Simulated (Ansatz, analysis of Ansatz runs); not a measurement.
## Reproducing a measured zero-phonon line: NV- centre in diamond

Aim: the zero-phonon line of the NV- centre in diamond, to be set beside the measurement. Set-up: r2SCAN, 216-site cell, r2SCAN lattice, 500 eV, k: the zone centre alone. The model is a cell of 216 host atoms with 1 site emptied and N put on another atom's site. The excitation energy is a difference of total energies with one electron moved up within one spin channel. A meta-GGA costs about twice a GGA and mends lattice constants and part of the gap.

**The experiment.** Zero-phonon line: 1.945 eV, by low-temperature optical absorption and emission (“NV- - N+ pair centre in 1b diamond”, 2018, arxiv:1807.08889). The runs below try to reproduce this.

Program: Ansatz 0.2.0. Level of theory: plane-wave PAW DFT, r2SCAN; relaxation of all atoms of a defect supercell. Results are calculated unless marked as measured.

## Step 1: The starting structure

The cell holds 215 atoms: 214 C and 1 N. Its edges and angles: a = 10.681 Å, b = 10.681 Å, c = 10.681 Å, α = 90.0°, β = 90.0°, γ = 90.0°. It derives from C (space group Fd-3m). Nearest the centre at fractional (0.500, 0.500, 0.500): N108 at 1.54 Å, C111 at 1.54 Å, C110 at 1.54 Å, C109 at 1.54 Å, C113 at 2.52 Å, C114 at 2.52 Å, C105 at 2.52 Å, C138 at 2.52 Å. The cell carries charge −1.

The host's primitive cell comes from a first run (plane-wave PAW DFT, r2SCAN; relaxation of the host's cell and atoms): vectors of 2.517, 2.517 and 2.517 Å. That is 5.64 Å³ an atom, 0.5 % under the diffraction cell's volume. The supercell is built on it.

## Step 2: Relaxation, charge −1

Every later number rests on the structure around the defect, so the atoms are relaxed at the host's lattice first.

The input, relax/input.yaml:

```yaml
relax:
  f_tol: 0.02
  max_steps: 80
  random_displacement: { amplitude: 0.02, seed: 380 }
crystal:
  lattice:
    - [10.68081151, 0.0, 0.0]
    - [0.0, 10.68081151, 0.0]
    - [0.0, 0.0, 10.68081151]
  atoms:
    - { symbol: C, position: [0.0, 0.0, 0.166666667] }
    - { symbol: C, position: [0.0, 0.166666667, 0.0] }
    - { symbol: C, position: [0.166666667, 0.0, 0.0] }
    - { symbol: C, position: [0.166666667, 0.166666667, 0.166666667] }
    - { symbol: C, position: [0.083333333, 0.083333333, 0.25] }
    - { symbol: C, position: [0.083333333, 0.25, 0.083333333] }
    - { symbol: C, position: [0.25, 0.083333333, 0.083333333] }
    - { symbol: C, position: [0.25, 0.25, 0.25] }
    - { symbol: C, position: [0.0, 0.0, 0.5] }
    - { symbol: C, position: [0.0, 0.166666667, 0.333333333] }
    - { symbol: C, position: [0.166666667, 0.0, 0.333333333] }
    - { symbol: C, position: [0.166666667, 0.166666667, 0.5] }
    - { symbol: C, position: [0.083333333, 0.083333333, 0.583333333] }
    - { symbol: C, position: [0.083333333, 0.25, 0.416666667] }
    - { symbol: C, position: [0.25, 0.083333333, 0.416666667] }
    - { symbol: C, position: [0.25, 0.25, 0.583333333] }
    - { symbol: C, position: [0.0, 0.0, 0.833333333] }
    - { symbol: C, position: [0.0, 0.166666667, 0.666666667] }
    - { symbol: C, position: [0.166666667, 0.0, 0.666666667] }
    - { symbol: C, position: [0.166666667, 0.166666667, 0.833333333] }
    - { symbol: C, position: [0.083333333, 0.083333333, 0.916666667] }
    - { symbol: C, position: [0.083333333, 0.25, 0.75] }
    - { symbol: C, position: [0.25, 0.083333333, 0.75] }
    - { symbol: C, position: [0.25, 0.25, 0.916666667] }
    - { symbol: C, position: [0.0, 0.333333333, 0.166666667] }
    - { symbol: C, position: [0.0, 0.5, 0.0] }
    - { symbol: C, position: [0.166666667, 0.333333333, 0.0] }
    - { symbol: C, position: [0.166666667, 0.5, 0.166666667] }
    - { symbol: C, position: [0.083333333, 0.416666667, 0.25] }
    - { symbol: C, position: [0.083333333, 0.583333333, 0.083333333] }
[... 77 lines left out ...]
    - { symbol: "N", position: [0.416666667, 0.416666667, 0.583333333] }
[... 99 lines left out ...]
    - { symbol: C, position: [0.666666667, 0.666666667, 0.833333333] }
    - { symbol: C, position: [0.666666667, 0.833333333, 0.666666667] }
    - { symbol: C, position: [0.833333333, 0.666666667, 0.666666667] }
    - { symbol: C, position: [0.833333333, 0.833333333, 0.833333333] }
    - { symbol: C, position: [0.75, 0.75, 0.916666667] }
    - { symbol: C, position: [0.75, 0.916666667, 0.75] }
    - { symbol: C, position: [0.916666667, 0.75, 0.75] }
    - { symbol: C, position: [0.916666667, 0.916666667, 0.916666667] }
total_charge: -1
basis:
  ecutwfc: 500
  xc_grid: 2
hamiltonian:
  xc: r2scan
kpoints:
  mp_grid: { grid: [1, 1, 1] }
magnetization:
  spin_polarized: true
  initial_magnetization: 2
  spin_locking: { lock_magnetization: hard }
scf:
  occupations: { method: fermi_dirac, width: 0.01 }
  max_iter: 120
output:
  forces: true
checkpoint:
  write: "../relax.run"
  compress: false
  write_wavefunctions: true
  write_every: 100000
```

The run is started by

```bash
$ ansatz run input.yaml --threads 32 --pin off --max-ram 84787MiB --backend cuda --events-out ev --progress --plain --runs-dir out --max-vram 78GiB
```

Numbers of over 12 decimals in the logs are rounded to 6 here.

The log of the run:

```text
[... repeated set-up lines and file paths are left out, and long positions are rounded to six places ...]
Warning: This run holds its total moment fixed (magnetization.spin_locking.lock_magnetization: hard) and mixes its density by anderson or broyden (scf.mixing.algorithm, typed or taken by auto). [...]
Engine: ansatz 0.2.0, aarch64-unknown-linux-gnu
Pseudopotentials: kind: paw
Pseudopotential: C, paw, valence charge 4, recommended cutoff 500 eV (meta_gga), C.paw.azcp
Pseudopotential: N, paw, valence charge 5, recommended cutoff 500 eV (meta_gga), N.paw.azcp
Functional definition: r2SCAN
  parameter k0 = 0.174
  parameter k1 = 0.065
  parameter a1 = 4.9479
  exchange = r2scan_x(k0 = k0, k1 = k1, a1 = a1)
  correlation = r2scan_c
[...]
Crystal: 215 atoms, lattice volume = 1218.464 Å³
Basis set: ecut = 500 eV, 31103 PW (Γ), exchange–correlation on 160×160×160 points (8 copies of the dense FFT grid, shifted against one another)
Bands: 647, of which v1, the nominal top of the filled ones, is band 431 counted from 1 (430 counted from 0)
Symmetry: 1 space group operations
k-points: 1
Non-local potential: C, projectors of the file, l = 0: 2, l = 1: 2, l = 2: 1
Non-local potential: N, projectors of the file, l = 0: 2, l = 1: 2, l = 2: 1
PAW form: soft (Blöchl's): semilocal exchange-correlation on the pseudo side does not see the compensation charge
PAW frozen core: C, regenerated for the run's functional (the file was generated under x = pbe(κ = 0.804, μ = 0.219515), c = pbe(β = 0.066725))
PAW frozen core: N, regenerated for the run's functional (the file was generated under x = pbe(κ = 0.804, μ = 0.219515), c = pbe(β = 0.066725))
PAW one-centre angular grid: C, 302 points (default); XC on 239 of its mesh's 2573 points in the sphere
PAW one-centre angular grid: N, 302 points (default); XC on 160 Gauss nodes
Initial density: superposition of atomic densities (chi_scale 0.1, normalization cell, long waves kept (reshape's long-wave potential 0.20 eV rms))
Starting moments: Σ|m| = 2 μB on 215 of 215 sites
Initial wavefunctions: pseudopotential atomic-orbital guess
[...]
Functional: x = r2scan, c = r2scan; τ floored in thin density (d = 2e-4 eV/Å³)
SCF iter   1: F=—  HF=-54208.932651 eV  |Δ(HF+E_count)|=         —  Δρ=6.94e-2 (↑6.94e-2 ↓6.90e-2)  dr2=1.62e2  dr2_τ=1.28e1  dr2_m=6.32e-1  M=2.000 μB ∫|m|=2.007 μB  Hψ=5298
preconditioner: auto → Resta (q_TF=auto, 2.575 Å⁻¹)  ε∞=4.0  [insulator: Δε(μ)=0.735 eV  Ē_g=18.122 eV  σ=0.010 eV  W_gap=1.00  n_scr=364 (ndim 8)  ℏωp=31.2 eV  f_vac=0.000  D(μ)=0.00/eV (n_scr^D=0)  ε∞_Penn≈4.0]
spin=Collinear: Resta preconditioning applied to the charge; magnetization (m = ρ↑ − ρ↓) channel mixes plain (no charge-response kernel on spin).
SCF iter   2: F=—  HF=-54201.870736 eV  |Δ(HF+E_count)|=    7.06e0  Δρ=5.06e-2 (↑5.06e-2 ↓5.06e-2)  dr2=8.81e1  dr2_τ=4.47e-1  dr2_m=1.16e-2  M=2.000 μB ∫|m|=2.264 μB  Hψ=2289  κ⁻¹=1.0e0(r=1)
[...]
SCF iter  11: F=-54192.238620 eV  HF=-54192.238609 eV  |Δ(HF+E_count)|=   3.59e-5  Δρ=9.25e-6 (↑9.17e-6 ↓9.25e-6)  dr2=1.85e-6  dr2_τ=2.38e-8  dr2_m=1.10e-8  M=2.000 μB ∫|m|=2.352 μB  Hψ=2867
SCF 1 converged in 11 iterations: F = -54192.238620 eV  dr2 = 1.85e-6
  greatest PAW one-centre occupation: 0.804 electrons in one spin orbital (limit 2), on the N atom at site 107 (counted from 0), in its partial waves of l = 0
relax step   1: F+E_penalty+E_count = -54192.23861984 eV  Δ(F+E_penalty+E_count) = +0.000e0 eV  max|allowed force component| = 2.418e0 eV/Å  Δτ_max = 0.0000 Å  (11 SCF iters, dr2 threshold 1.00e-5 eV, accepted)
[... the SCF cycles and remarks between the steps are left out from here to the last step ...]
relax step   2: F+E_penalty+E_count = -54194.46412035 eV  Δ(F+E_penalty+E_count) = -2.226e0 eV  max|allowed force component| = 1.213e0 eV/Å  Δτ_max = 0.1256 Å  (7 SCF iters, dr2 threshold 1.00e-4 eV, accepted)
relax step   3: F+E_penalty+E_count = -54194.92722622 eV  Δ(F+E_penalty+E_count) = -4.631e-1 eV  max|allowed force component| = 1.168e0 eV/Å  Δτ_max = 0.0650 Å  (6 SCF iters, dr2 threshold 9.19e-5 eV, accepted)
relax step   4: F+E_penalty+E_count = -54194.99294606 eV  Δ(F+E_penalty+E_count) = -6.572e-2 eV  max|allowed force component| = 7.712e-2 eV/Å  Δτ_max = 0.0293 Å  (5 SCF iters, dr2 threshold 1.00e-4 eV, accepted)
relax step   5: F+E_penalty+E_count = -54194.99471382 eV  Δ(F+E_penalty+E_count) = -1.768e-3 eV  max|allowed force component| = 2.449e-2 eV/Å  Δτ_max = 0.0030 Å  (7 SCF iters, accepted)
[...]
SCF iter   5: F=-54194.994765 eV  HF=-54194.994765 eV  |Δ(HF+E_count)|=   2.96e-8  Δρ=1.05e-6 (↑1.05e-6 ↓1.05e-6)  dr2=2.81e-8  dr2_τ=3.86e-10  dr2_m=3.94e-10  M=2.000 μB ∫|m|=2.424 μB  Hψ=3919
SCF 6 converged in 5 iterations: F = -54194.994765 eV  dr2 = 2.81e-8
[...]
relax step   6: F+E_penalty+E_count = -54194.99476484 eV  Δ(F+E_penalty+E_count) = -5.102e-5 eV  max|allowed force component| = 9.510e-3 eV/Å  Δτ_max = 0.0015 Å  (5 SCF iters, accepted)
[...]
NSCF: frozen V_eff on 1 k-points
the band table was solved once a step of the walk had ended and its energy, with any forces and stress, was formed, with the checks that follow a solve (6800 applications of the Hamiltonian). They found nothing against the state; [...]
[...]
iter 1 solved again at ethr=3.26e-12 eV; its pass at ethr=3.10e-3 eV (dr2=2.81e-8 eV) is discarded
SCF iter   1: F=—  HF=-54194.994765 eV  |Δ(HF+E_count)|=         —  Δρ=1.06e-6 (↑1.06e-6 ↓1.05e-6)  dr2=2.81e-8  dr2_τ=3.86e-10  dr2_m=3.92e-10  M=2.000 μB ∫|m|=2.424 μB  Hψ=4458
[...]
SCF iter   2: F=-54194.994765 eV  HF=-54194.994765 eV  |Δ(HF+E_count)|=   3.81e-9  Δρ=7.76e-7 (↑7.73e-7 ↓7.76e-7)  dr2=1.44e-8  dr2_τ=1.84e-10  dr2_m=3.53e-11  M=2.000 μB ∫|m|=2.424 μB  Hψ=2184
SCF 7 converged in 2 iterations: F = -54194.994765 eV  dr2 = 1.44e-8
[...]
NSCF: frozen V_eff on 1 k-points
the band table was solved once a step of the walk had ended and its energy, with any forces and stress, was formed, with the checks that follow a solve (4737 applications of the Hamiltonian). They found nothing against the state; [...]
SCF converged after 2 iterations
Stability not checked: this state was not tested for a lower state beside it, because the mixer in use, unlike msr1, does not test its closes by its own steps (another_mixer; see scf.mixing.algorithm and scf.lower_state_search)
Magnetization: 2.0000 μB (432.0000 up, 430.0000 down)
Absolute magnetization: 2.4236 μB (∫|ρ↑−ρ↓|, with the PAW one-centre terms)
Spin contamination: 0.0174 ħ² per cell (⟨S²⟩ above its minimum at these occupations)
Per-site moments (μB) at R_I (Å): [(-4.018242919202494e-5, 0.635818), (9.21102822593352e-6, 0.635452), (9.224141406136202e-6, 0.635452), [... 6 left out ...]
Free energy (F): -54194.994765 eV
Harris-Foulkes:  -54194.994765 eV  (|F-HF|=3.18e-9)
Internal energy: -54194.994765 eV  (E = F + TS)
E sigma→0 (E₀):  -54194.994765 eV
Fermi energy:    15.856674 (↑ 16.265526, ↓ 15.694185) eV
--- Per-component energies (eV) ---
  E_band       = 3251.314242
  E_kinetic    = 19906.656146
  E_local      = -13326.478239  (includes V_loc(G=0)·N_el)
  E_nonlocal   = 5676.282551
  E_hartree    = 2979.859274
  E_xc         = -10336.369747
  E_vxc        = -14286.636388  (∫ρ·V_xc dr)
  E_paw        = -21688.530925  (= ΣΔE_a)
  E_vpaw       = -1432.867621  (= ΣTr[D̂ρ^β])
  E_aug_tail   = 0.000916  (compensation charges beyond the density's cutoff)
  E_vtau       = 754.638493  (kinetic-family band-sum trace: ∫τ·v_τ [+ j·A + Jᵃ·Aᵃ] dr)
  E_ewald      = -37401.083596
  E_core_change = -5.331144  (= ΣΔE_core)
  E_smearing   = -0.000000  (= −TS)
  E_closure    = -0.000000  (closes the sum)
  E_deformation_potential = -21.572731  (in the stress; not in F)
  Σ components = -54194.994765   (vs F -54194.994765, Δ=0.00e0)
--- Forces (eV/Å), atoms counted from 1 ---
  atom   1  C      0.00014566     0.00018418     0.00020763
  atom   2  C      0.00017162    -0.00019537    -0.00018077
  [... 4 atoms left out ...]
  [... 209 more lines of this table ...]
  max |Σ_I F_I| component: 9.27e-3 eV/Å
--- Band table (eV) ---
  k-point 0 ↑: bands = ["-9.5057", "-8.6402", "-8.4461", "-8.4461", "-8.4020", "-8.4020", "-8.3154", "-7.7595", "-7.3961", "-7.3960", [... rest cut ...]
  k-point 0 ↓: bands = ["-9.5001", "-8.6374", "-8.4433", "-8.4433", "-8.3942", "-8.3942", "-8.3026", "-7.7561", "-7.3937", "-7.3936", [... rest cut ...]
--- Relaxed structure (6 steps of the walk, 6 accepted, 0 SCFs on fresh bases) ---
  F+E_penalty+E_count = -54194.99476484 eV   max|allowed force component| = 9.510e-3 eV/Å
  atoms:
    - { symbol: C, position: [2.926220636106787e-6, 0.000132, 0.166700] }
    - { symbol: C, position: [-0.000162, 0.166754, 9.22138255429695e-5] }
    [... 4 atoms left out ...]
  [... 209 more lines of this table ...]
```

Wall time 11 s (1 × NVIDIA GB200 with 32 threads of Arm Neoverse V2, shared host); peak memory 2.6 GiB.

Relaxation path:

| step | energy less that of the first step (eV) | largest force component (eV/Å) |
| --- | --- | --- |
| 1 | 0.0000 | 2.4183 |
| 2 | -2.2255 | 1.2129 |
| 3 | -2.6886 | 1.1685 |
| 4 | -2.7543 | 0.0771 |
| 5 | -2.7561 | 0.0245 |
| 6 | -2.7561 | 0.0095 |

The atoms that moved most (Å, from the sites as typed, ahead of the random displacement):

| atom | dx | dy | dz | length |
| --- | --- | --- | --- | --- |
| N108 | -0.085 | -0.085 | 0.085 | 0.148 |
| C111 | 0.063 | 0.063 | 0.036 | 0.095 |
| C109 | -0.036 | 0.063 | -0.063 | 0.095 |
| C110 | 0.063 | -0.036 | -0.063 | 0.095 |
| C105 | 0.001 | 0.001 | 0.044 | 0.044 |
| C113 | 0.001 | -0.044 | -0.001 | 0.044 |
| C114 | -0.044 | 0.001 | -0.001 | 0.044 |
| C107 | 0.011 | 0.020 | 0.014 | 0.027 |

Neighbours of the ideal centre at the end:

| atom | distance (Å) |
| --- | --- |
| C110 | 1.634 |
| C111 | 1.635 |
| C109 | 1.636 |
| N108 | 1.689 |
| C176 | 2.492 |
| C185 | 2.492 |
| C107 | 2.492 |
| C138 | 2.493 |
| C106 | 2.493 |
| C128 | 2.494 |
| C177 | 2.516 |
| C200 | 2.516 |
| C114 | 2.516 |
| C130 | 2.516 |
| C105 | 2.517 |
| C113 | 2.517 |

Numbers from this step:

```
free energy                           : -54194.9948 eV
total moment                          : 2 μB
integral of the absolute spin density : 2.424 μB
spin contamination                    : 0.01736
```

The relaxation ends 13 meV an atom lower than the displaced start, with a largest force component of 0.0095 eV/Å.

(Continued in part 2 of 2.)

[Logs are printed without paths, hosts, clocks, repeated set-up lines and the standing remarks that a program may print on its own settings, such as how far it seeks lower states.]

[Hosts, paths, dates, database ids (printed as entryN), source tags and the programs' standing remarks are cut or masked in the printed files.]

[For some hosts the program warned that the k-mesh of the response run may be too coarse for force constants and the static dielectric constant; such warnings are not shown here.]
